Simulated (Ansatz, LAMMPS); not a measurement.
# Amorphous 73P2O5-20PbO-7Al2O3 (mol %) (88 atoms) under strain, part 3 of 4

How stiff is amorphous 73P2O5-20PbO-7Al2O3 (mol %) (88 atoms), and how do its levels respond to strain?

Ansatz 0.2.0; Kohn-Sham DFT, LDA, PAW (set soft_2), plane waves.

The cell: 22 P, 3 Pb, 2 Al and 61 O. The quench rate of 10 K/ps is many orders above laboratory rates. The starting topology of bonds comes from the classical model. Only the Γ point is sampled. Spin–orbit coupling is left out.

So far. Step 2 (Single point at the start): The r.m.s. force at the start is 1.4 eV/Å. Step 3 (Cell and atoms relaxed): The relaxation converged after 41 steps, with a largest force component of 0.035 eV/Å.

## Step 5: Volume -3 %

The relaxed cell is scaled evenly and the atoms are relaxed again; the stress at the end gives one point of P(V).

input.yaml reads:

```yaml
crystal:
  lattice:
    - [10.29621, 0.33104, 0.154]
    - [0.33104, 10.4123, -0.54561]
    - [0.154, -0.54561, 10.11182]
  atoms:
    [... the 88 atom lines of step 4 ...]
kpoints:
  mp_grid: { grid: [1, 1, 1] }
hamiltonian:
  xc: lda
scf:
  occupations: { method: gaussian, width: 0.025 }
output:
  forces: true
  eigenvalues: true
  stress: true
relax:
  f_tol: 0.05
  max_steps: 70
```

On the command line:

```sh
> ansatz run input.yaml --threads 4 --pin off --max-ram 8192MiB --backend cpu --events-out ev --progress --plain --runs-dir out
```

Numbers of over 12 decimals in the logs are rounded to 6 here.

The program printed:

```text
Warning: output.stress: scf.convergence.dr2_threshold = 1e-7 eV (the SCF's general default) is looser than the 8.8e-9 eV advised for a printed stress (1e-10 eV for each atom of the cell: 88). What an SCF threshold leaves in a stress goes as its square root, and in the free energy as the threshold itself, and one threshold admits the most on a small cell: [...]
[...]
Crystal: 88 atoms, lattice volume = 1079.584 Å³
Basis set: ecut = 420 eV, 21103 PW (Γ)
Bands: 350, of which v1, the nominal top of the filled ones, is band 262 counted from 1 (261 counted from 0)
Symmetry: 1 space group operations
[...]
k-points: 1
[...]
SCF iter   1: F=—  HF=-85703.018545 eV  |F-HF|=—  |Δ(HF+E_count)|=         —  Δρ=1.33e-2  dr2=1.62e0  ethr=1.77e-3  ⟨swp⟩=7.0  Hψ=1840  notcnv=0  defer=74
[...]
SCF iter   7: F=-85702.532851 eV  HF=-85702.532853 eV  |F-HF|=2.29e-6  |Δ(HF+E_count)|=   3.37e-7  Δρ=4.10e-5  dr2=1.88e-5  ethr=1.19e-8  ⟨swp⟩=17.0  Hψ=2430  notcnv=0
SCF 1 converged in 7 iterations: F = -85702.532851 eV  dr2 = 1.88e-5
[...]
relax step   1: F+E_penalty+E_count = -85702.53285058 eV  Δ(F+E_penalty+E_count) = +0.000e0 eV  max|allowed force component| = 9.627e-1 eV/Å  Δτ_max = 0.0000 Å  (7 SCF iters, dr2 threshold 6.25e-5 eV, accepted)
[...]
relax step   2: F+E_penalty+E_count = -85702.83391059 eV  Δ(F+E_penalty+E_count) = -3.011e-1 eV  max|allowed force component| = 4.901e-1 eV/Å  Δτ_max = 0.0516 Å  (5 SCF iters, dr2 threshold 5.79e-5 eV, accepted)
[...]
relax step   3: F+E_penalty+E_count = -85702.96906600 eV  Δ(F+E_penalty+E_count) = -1.352e-1 eV  max|allowed force component| = 1.610e-1 eV/Å  Δτ_max = 0.0380 Å  (6 SCF iters, dr2 threshold 1.50e-5 eV, accepted)
relax step   4: F+E_penalty+E_count = -85702.29515542 eV  Δ(F+E_penalty+E_count) = +6.739e-1 eV  max|allowed force component| = 1.521e0 eV/Å  Δτ_max = 0.1860 Å  (9 SCF iters, dr2 threshold 2.79e-6 eV, rejected (line search))
relax step   5: F+E_penalty+E_count = -85702.99990981 eV  Δ(F+E_penalty+E_count) = -3.084e-2 eV  max|allowed force component| = 9.493e-2 eV/Å  Δτ_max = 0.0319 Å  (11 SCF iters, accepted)
relax step   6: F+E_penalty+E_count = -85703.00367784 eV  Δ(F+E_penalty+E_count) = -3.768e-3 eV  max|allowed force component| = 2.446e-1 eV/Å  Δτ_max = 0.1000 Å  (9 SCF iters, accepted)
relax step   7: F+E_penalty+E_count = -85703.01687013 eV  Δ(F+E_penalty+E_count) = -1.319e-2 eV  max|allowed force component| = 7.020e-2 eV/Å  Δτ_max = 0.0383 Å  (5 SCF iters, dr2 threshold 2.08e-5 eV, accepted)
relax step   8: F+E_penalty+E_count = -85703.01863479 eV  Δ(F+E_penalty+E_count) = -1.765e-3 eV  max|allowed force component| = 6.013e-2 eV/Å  Δτ_max = 0.0090 Å  (7 SCF iters, accepted)
relax step   9: F+E_penalty+E_count = -85703.02236446 eV  Δ(F+E_penalty+E_count) = -3.730e-3 eV  max|allowed force component| = 8.131e-2 eV/Å  Δτ_max = 0.0211 Å  (8 SCF iters, accepted)
relax step  10: F+E_penalty+E_count = -85703.01369800 eV  Δ(F+E_penalty+E_count) = +8.666e-3 eV  max|allowed force component| = 1.241e-1 eV/Å  Δτ_max = 0.0518 Å  (7 SCF iters, dr2 threshold 4.85e-6 eV, rejected (line search))
[...]
relax step  11: F+E_penalty+E_count = -85703.02609610 eV  Δ(F+E_penalty+E_count) = -3.732e-3 eV  max|allowed force component| = 4.810e-2 eV/Å  Δτ_max = 0.0254 Å  (9 SCF iters, accepted)
SCF converged after 9 iterations
Free energy (F): -85703.026096 eV
[...]
Internal energy: -85703.026096 eV  (E = F + TS)
E sigma→0 (E₀):  -85703.026096 eV
Fermi energy:    6.477022 eV
[...]
--- Forces (eV/Å), atoms counted from 1 ---
  atom   1  P      0.00594120    -0.00545915    -0.01920773
  atom   2  P      0.00651410     0.01225047    -0.00317171
  atom   3  P      0.00517805    -0.00231779    -0.00062881
  atom   4  P      0.01281664    -0.00743660     0.02627173
  atom   5  P      0.02177619    -0.00441448     0.00561932
  atom   6  P     -0.00616220    -0.00413368     0.00001713
  atom   7  P     -0.00548823     0.00939698    -0.00941686
  atom   8  P     -0.01325684     0.00234894    -0.01682134
  atom   9  P      0.00830145     0.01150173     0.00716756
  atom  10  P      0.01067868     0.00256172    -0.00465211
  atom  11  P     -0.01670008    -0.01236762    -0.00351952
  atom  12  P      0.00046074    -0.00833453    -0.00002978
  atom  13  P     -0.02164768    -0.02960858    -0.03323768
  atom  14  P     -0.00912497     0.00036530    -0.00653568
[...]
atom  87  O     -0.00278094     0.00348040    -0.00152915
  atom  88  O     -0.00520090    -0.00577564     0.00626730
  max |Σ_I F_I| component: 5.26e-5 eV/Å
--- Stress (GPa, compression-positive) ---
        1.175799       0.174323       0.011394
        0.174323       1.331751       0.040766
        0.011394       0.040767       1.164807
  P = ⅓ Tr σ = 1.2241 GPa (12.241 kbar)
--- Band table (eV) ---
[...]
--- Relaxed structure (11 steps of the walk, 9 accepted, 0 SCFs on fresh bases) ---
  F+E_penalty+E_count = -85703.02609610 eV   max|allowed force component| = 4.810e-2 eV/Å
  atoms:
    - { symbol: P, position: [0.270574, 0.829207, 0.552784] }
    - { symbol: P, position: [0.463629, 0.128337, 0.264468] }
    - { symbol: P, position: [0.117636, 0.592650, 0.542576] }
    - { symbol: P, position: [0.150550, 0.090604, 0.774048] }
[...]
- { symbol: O, position: [0.870491, 0.426574, 0.219858] }
```

The job ended after 80 s (4 threads of Intel Xeon Platinum 8488C (Sapphire Rapids), shared host; peak memory 1.5 GiB; 4.9 min of CPU time).

The program notes that the SCF threshold is loose for the stress.

The relaxation converged after 11 steps, 0.493 eV below its start, with a largest force component of 0.048 eV/Å.

Volume -3 %: the energy stands 0.119 eV above that of the reference, at a pressure of 1.22 GPa.

## Step 6: Volume +3 %

The relaxed cell is scaled to another volume.

input.yaml, the sections that differ from step 5:

```yaml
crystal:
  lattice:
    - [10.50427, 0.33773, 0.15711]
    - [0.33773, 10.62271, -0.55664]
    - [0.15711, -0.55664, 10.31616]
  atoms:
    [... the 88 atom lines of step 4 ...]
# kpoints, hamiltonian, scf, output, relax: as in step 5
```

The program printed:

```text
[...]
Crystal: 88 atoms, lattice volume = 1146.364 Å³
Basis set: ecut = 420 eV, 22421 PW (Γ)
Bands: 350, of which v1, the nominal top of the filled ones, is band 262 counted from 1 (261 counted from 0)
Symmetry: 1 space group operations
[...]
k-points: 1
[...]
SCF iter   1: F=—  HF=-85703.087175 eV  |F-HF|=—  |Δ(HF+E_count)|=         —  Δρ=1.29e-2  dr2=1.67e0  ethr=1.77e-3  ⟨swp⟩=7.0  Hψ=1818  notcnv=0  defer=64
[...]
SCF iter   6: F=—  HF=-85702.599434 eV  |F-HF|=—  |Δ(HF+E_count)|=   7.29e-5  Δρ=1.09e-4  dr2=1.35e-4  ethr=1.27e-7  ⟨swp⟩=2.0  Hψ=485  notcnv=0  defer=80
SCF iter   7: F=-85702.599437 eV  HF=-85702.599442 eV  |F-HF|=4.45e-6  |Δ(HF+E_count)|=   8.05e-6  Δρ=4.82e-5  dr2=2.80e-5  ethr=1.19e-8  ⟨swp⟩=16.0  Hψ=2327  notcnv=0
SCF 1 converged in 7 iterations: F = -85702.599437 eV  dr2 = 2.80e-5
[...]
relax step   1: F+E_penalty+E_count = -85702.59943726 eV  Δ(F+E_penalty+E_count) = +0.000e0 eV  max|allowed force component| = 8.669e-1 eV/Å  Δτ_max = 0.0000 Å  (7 SCF iters, dr2 threshold 6.25e-5 eV, accepted)
[...]
relax step   2: F+E_penalty+E_count = -85702.86843120 eV  Δ(F+E_penalty+E_count) = -2.690e-1 eV  max|allowed force component| = 4.629e-1 eV/Å  Δτ_max = 0.0565 Å  (6 SCF iters, dr2 threshold 4.70e-5 eV, accepted)
[...]
relax step   3: F+E_penalty+E_count = -85702.99328575 eV  Δ(F+E_penalty+E_count) = -1.249e-1 eV  max|allowed force component| = 1.769e-1 eV/Å  Δτ_max = 0.0424 Å  (6 SCF iters, dr2 threshold 1.34e-5 eV, accepted)
relax step   4: F+E_penalty+E_count = -85702.68464525 eV  Δ(F+E_penalty+E_count) = +3.086e-1 eV  max|allowed force component| = 1.037e0 eV/Å  Δτ_max = 0.2000 Å  (8 SCF iters, dr2 threshold 4.57e-6 eV, rejected (line search))
relax step   5: F+E_penalty+E_count = -85703.02202399 eV  Δ(F+E_penalty+E_count) = -2.874e-2 eV  max|allowed force component| = 1.193e-1 eV/Å  Δτ_max = 0.0507 Å  (10 SCF iters, accepted)
relax step   6: F+E_penalty+E_count = -85703.02653235 eV  Δ(F+E_penalty+E_count) = -4.508e-3 eV  max|allowed force component| = 8.057e-2 eV/Å  Δτ_max = 0.0154 Å  (8 SCF iters, accepted)
relax step   7: F+E_penalty+E_count = -85703.01395226 eV  Δ(F+E_penalty+E_count) = +1.258e-2 eV  max|allowed force component| = 1.598e-1 eV/Å  Δτ_max = 0.0905 Å  (7 SCF iters, dr2 threshold 2.95e-6 eV, rejected (line search))
relax step   8: F+E_penalty+E_count = -85703.03284945 eV  Δ(F+E_penalty+E_count) = -6.317e-3 eV  max|allowed force component| = 5.578e-2 eV/Å  Δτ_max = 0.0441 Å  (9 SCF iters, accepted)
relax step   9: F+E_penalty+E_count = -85703.01995339 eV  Δ(F+E_penalty+E_count) = +1.290e-2 eV  max|allowed force component| = 1.573e-1 eV/Å  Δτ_max = 0.0553 Å  (9 SCF iters, rejected (line search))
[...]
relax step  10: F+E_penalty+E_count = -85703.03491190 eV  Δ(F+E_penalty+E_count) = -2.062e-3 eV  max|allowed force component| = 4.514e-2 eV/Å  Δτ_max = 0.0228 Å  (8 SCF iters, accepted)
SCF converged after 8 iterations
Free energy (F): -85703.034912 eV
[...]
Internal energy: -85703.034912 eV  (E = F + TS)
E sigma→0 (E₀):  -85703.034912 eV
Fermi energy:    5.649487 eV
[...]
Σ components = -85703.034912   (vs F -85703.034912, Δ=0.00e0)
--- Forces (eV/Å), atoms counted from 1 ---
  atom   1  P     -0.01336656     0.01221196     0.03334333
  atom   2  P      0.01488769     0.02172470     0.03476696
  atom   3  P      0.00926130    -0.00204546     0.01087232
  atom   4  P     -0.00112617    -0.02673838     0.00990988
[...]
atom  88  O     -0.00548365     0.00191569     0.00146852
  max |Σ_I F_I| component: 3.47e-5 eV/Å
--- Stress (GPa, compression-positive) ---
       -1.000409      -0.130321       0.001745
       -0.130321      -1.207011      -0.000455
        0.001745      -0.000455      -0.992593
  P = ⅓ Tr σ = -1.0667 GPa (-10.667 kbar)
--- Band table (eV) ---
[...]
--- Relaxed structure (10 steps of the walk, 7 accepted, 0 SCFs on fresh bases) ---
  F+E_penalty+E_count = -85703.03491190 eV   max|allowed force component| = 4.514e-2 eV/Å
  atoms:
    - { symbol: P, position: [0.265918, 0.830356, 0.553513] }
    - { symbol: P, position: [0.463922, 0.118009, 0.254823] }
    - { symbol: P, position: [0.121892, 0.595241, 0.543584] }
    - { symbol: P, position: [0.148118, 0.100820, 0.773169] }
[...]
- { symbol: O, position: [0.872203, 0.435326, 0.215153] }
```

Wall time 80 s (4 threads); peak memory 1.5 GiB.

The relaxation converged after 10 steps, 0.435 eV below its start, with a largest force component of 0.045 eV/Å.

Volume +3 %: the energy stands 0.110 eV above that of the reference, at a pressure of -1.07 GPa.

## Step 7: Volume -6 %

The relaxed cell is scaled to another volume.

Input and log are left out; they have the form of those shown for this kind of step.

Run time: 1.8 min. Hardware: 4 threads of Intel Xeon Platinum 8488C (Sapphire Rapids), shared host; peak memory 1.5 GiB; 6.5 min of CPU time.

The relaxation converged after 14 steps, 2.09 eV below its start, with a largest force component of 0.046 eV/Å.

Volume -6 %: the energy stands 0.505 eV above that of the reference, at a pressure of 2.52 GPa.

## Step 8: Volume +6 %

The relaxed cell is scaled to another volume.

input.yaml, the sections that differ from step 6:

```yaml
crystal:
  lattice:
    - [10.60528, 0.34098, 0.15862]
    - [0.34098, 10.72486, -0.56199]
    - [0.15862, -0.56199, 10.41536]
  atoms:
    [... the 88 atom lines of step 4 ...]
# kpoints, hamiltonian, scf, output, relax: as in step 6
```

The program printed:

```text
[...]
Crystal: 88 atoms, lattice volume = 1179.753 Å³
Basis set: ecut = 420 eV, 23063 PW (Γ)
Bands: 350, of which v1, the nominal top of the filled ones, is band 262 counted from 1 (261 counted from 0)
Symmetry: 1 space group operations
[...]
k-points: 1
[...]
SCF iter   1: F=—  HF=-85701.551387 eV  |F-HF|=—  |Δ(HF+E_count)|=         —  Δρ=1.28e-2  dr2=1.71e0  ethr=1.77e-3  ⟨swp⟩=8.0  Hψ=1827  notcnv=0  defer=62
[...]
SCF iter   6: F=—  HF=-85701.060577 eV  |F-HF|=—  |Δ(HF+E_count)|=   7.60e-5  Δρ=1.25e-4  dr2=1.84e-4  ethr=1.43e-7  ⟨swp⟩=3.0  Hψ=505  notcnv=0  defer=82
SCF iter   7: F=-85701.060581 eV  HF=-85701.060580 eV  |F-HF|=7.82e-7  |Δ(HF+E_count)|=   3.38e-6  Δρ=4.65e-5  dr2=2.87e-5  ethr=1.19e-8  ⟨swp⟩=15.0  Hψ=2309  notcnv=0
SCF 1 converged in 7 iterations: F = -85701.060581 eV  dr2 = 2.87e-5
[...]
relax step   1: F+E_penalty+E_count = -85701.06058104 eV  Δ(F+E_penalty+E_count) = +0.000e0 eV  max|allowed force component| = 1.641e0 eV/Å  Δτ_max = 0.0000 Å  (7 SCF iters, dr2 threshold 6.25e-5 eV, accepted)
[...]
relax step   2: F+E_penalty+E_count = -85702.08147962 eV  Δ(F+E_penalty+E_count) = -1.021e0 eV  max|allowed force component| = 9.151e-1 eV/Å  Δτ_max = 0.1196 Å  (6 SCF iters, dr2 threshold 1.00e-4 eV, accepted)
[...]
relax step   3: F+E_penalty+E_count = -85702.56523381 eV  Δ(F+E_penalty+E_count) = -4.838e-1 eV  max|allowed force component| = 3.928e-1 eV/Å  Δτ_max = 0.0872 Å  (6 SCF iters, dr2 threshold 5.23e-5 eV, accepted)
relax step   4: F+E_penalty+E_count = -85702.37735173 eV  Δ(F+E_penalty+E_count) = +1.879e-1 eV  max|allowed force component| = 1.327e0 eV/Å  Δτ_max = 0.2000 Å  (7 SCF iters, dr2 threshold 2.84e-5 eV, rejected (line search))
relax step   5: F+E_penalty+E_count = -85702.66012080 eV  Δ(F+E_penalty+E_count) = -9.489e-2 eV  max|allowed force component| = 3.315e-1 eV/Å  Δτ_max = 0.0887 Å  (10 SCF iters, accepted)
relax step   6: F+E_penalty+E_count = -85702.67546219 eV  Δ(F+E_penalty+E_count) = -1.534e-2 eV  max|allowed force component| = 2.042e-1 eV/Å  Δτ_max = 0.0143 Å  (5 SCF iters, dr2 threshold 2.02e-5 eV, accepted)
relax step   7: F+E_penalty+E_count = -85702.65901496 eV  Δ(F+E_penalty+E_count) = +1.645e-2 eV  max|allowed force component| = 5.190e-1 eV/Å  Δτ_max = 0.1500 Å  (7 SCF iters, dr2 threshold 1.58e-5 eV, rejected (line search))
relax step   8: F+E_penalty+E_count = -85702.71080230 eV  Δ(F+E_penalty+E_count) = -3.534e-2 eV  max|allowed force component| = 9.088e-2 eV/Å  Δτ_max = 0.0730 Å  (9 SCF iters, accepted)
relax step   9: F+E_penalty+E_count = -85702.71508356 eV  Δ(F+E_penalty+E_count) = -4.281e-3 eV  max|allowed force component| = 7.931e-2 eV/Å  Δτ_max = 0.0332 Å  (9 SCF iters, accepted)
relax step  10: F+E_penalty+E_count = -85702.71879495 eV  Δ(F+E_penalty+E_count) = -3.711e-3 eV  max|allowed force component| = 5.102e-2 eV/Å  Δτ_max = 0.0153 Å  (7 SCF iters, accepted)
relax step  11: F+E_penalty+E_count = -85702.68863166 eV  Δ(F+E_penalty+E_count) = +3.016e-2 eV  max|allowed force component| = 2.062e-1 eV/Å  Δτ_max = 0.0894 Å  (9 SCF iters, rejected (line search))
[...]
relax step  12: F+E_penalty+E_count = -85702.72190249 eV  Δ(F+E_penalty+E_count) = -3.108e-3 eV  max|allowed force component| = 3.163e-2 eV/Å  Δτ_max = 0.0243 Å  (9 SCF iters, accepted)
SCF converged after 9 iterations
Free energy (F): -85702.721902 eV
[...]
Internal energy: -85702.721902 eV  (E = F + TS)
E sigma→0 (E₀):  -85702.721902 eV
Fermi energy:    5.258731 eV
[...]
Σ components = -85702.721902   (vs F -85702.721902, Δ=0.00e0)
--- Forces (eV/Å), atoms counted from 1 ---
  atom   1  P      0.03163184    -0.01066025     0.03119989
  atom   2  P      0.02277205     0.02218072     0.02836573
  atom   3  P      0.00127830    -0.00836324    -0.00148045
  atom   4  P      0.01338269    -0.00503439    -0.00415024
[...]
atom  88  O     -0.02084199    -0.00284792     0.01030853
  max |Σ_I F_I| component: 8.92e-5 eV/Å
--- Stress (GPa, compression-positive) ---
       -1.754375      -0.233870      -0.013215
       -0.233870      -2.180383       0.044116
       -0.013215       0.044116      -1.777079
  P = ⅓ Tr σ = -1.9039 GPa (-19.039 kbar)
--- Band table (eV) ---
[...]
--- Relaxed structure (12 steps of the walk, 9 accepted, 0 SCFs on fresh bases) ---
  F+E_penalty+E_count = -85702.72190249 eV   max|allowed force component| = 3.163e-2 eV/Å
  atoms:
    - { symbol: P, position: [0.263979, 0.830914, 0.554032] }
    - { symbol: P, position: [0.463510, 0.112459, 0.249508] }
    - { symbol: P, position: [0.124057, 0.596877, 0.544886] }
    - { symbol: P, position: [0.146284, 0.105453, 0.771861] }
[...]
- { symbol: O, position: [0.873658, 0.440359, 0.213130] }
```

Wall time 95 s (4 threads); peak memory 1.6 GiB.

The relaxation converged after 12 steps, 1.66 eV below its start, with a largest force component of 0.032 eV/Å.

Volume +6 %: the energy stands 0.423 eV above that of the reference, at a pressure of -1.90 GPa.

## Step 9: Volume -10 %

The relaxed cell is scaled to another volume.

Input and log are left out; they have the form of those shown for this kind of step.

It took 1.9 min on 4 threads of Intel Xeon Platinum 8488C (Sapphire Rapids), shared host; peak memory 1.4 GiB; 6.7 min of CPU time.

The relaxation converged after 17 steps, 6.28 eV below its start, with a largest force component of 0.031 eV/Å.

Volume -10 %: the energy stands 1.49 eV above that of the reference, at a pressure of 4.76 GPa.

(Part 3 of 4 ends here.)

[Logs are printed without paths, hosts, clocks, repeated set-up lines and the standing remarks that a program may print on its own settings, such as how far it seeks lower states.]

[Hosts, paths, dates, database ids (printed as entryN), source tags and the programs' standing remarks are cut or masked in the printed files.]
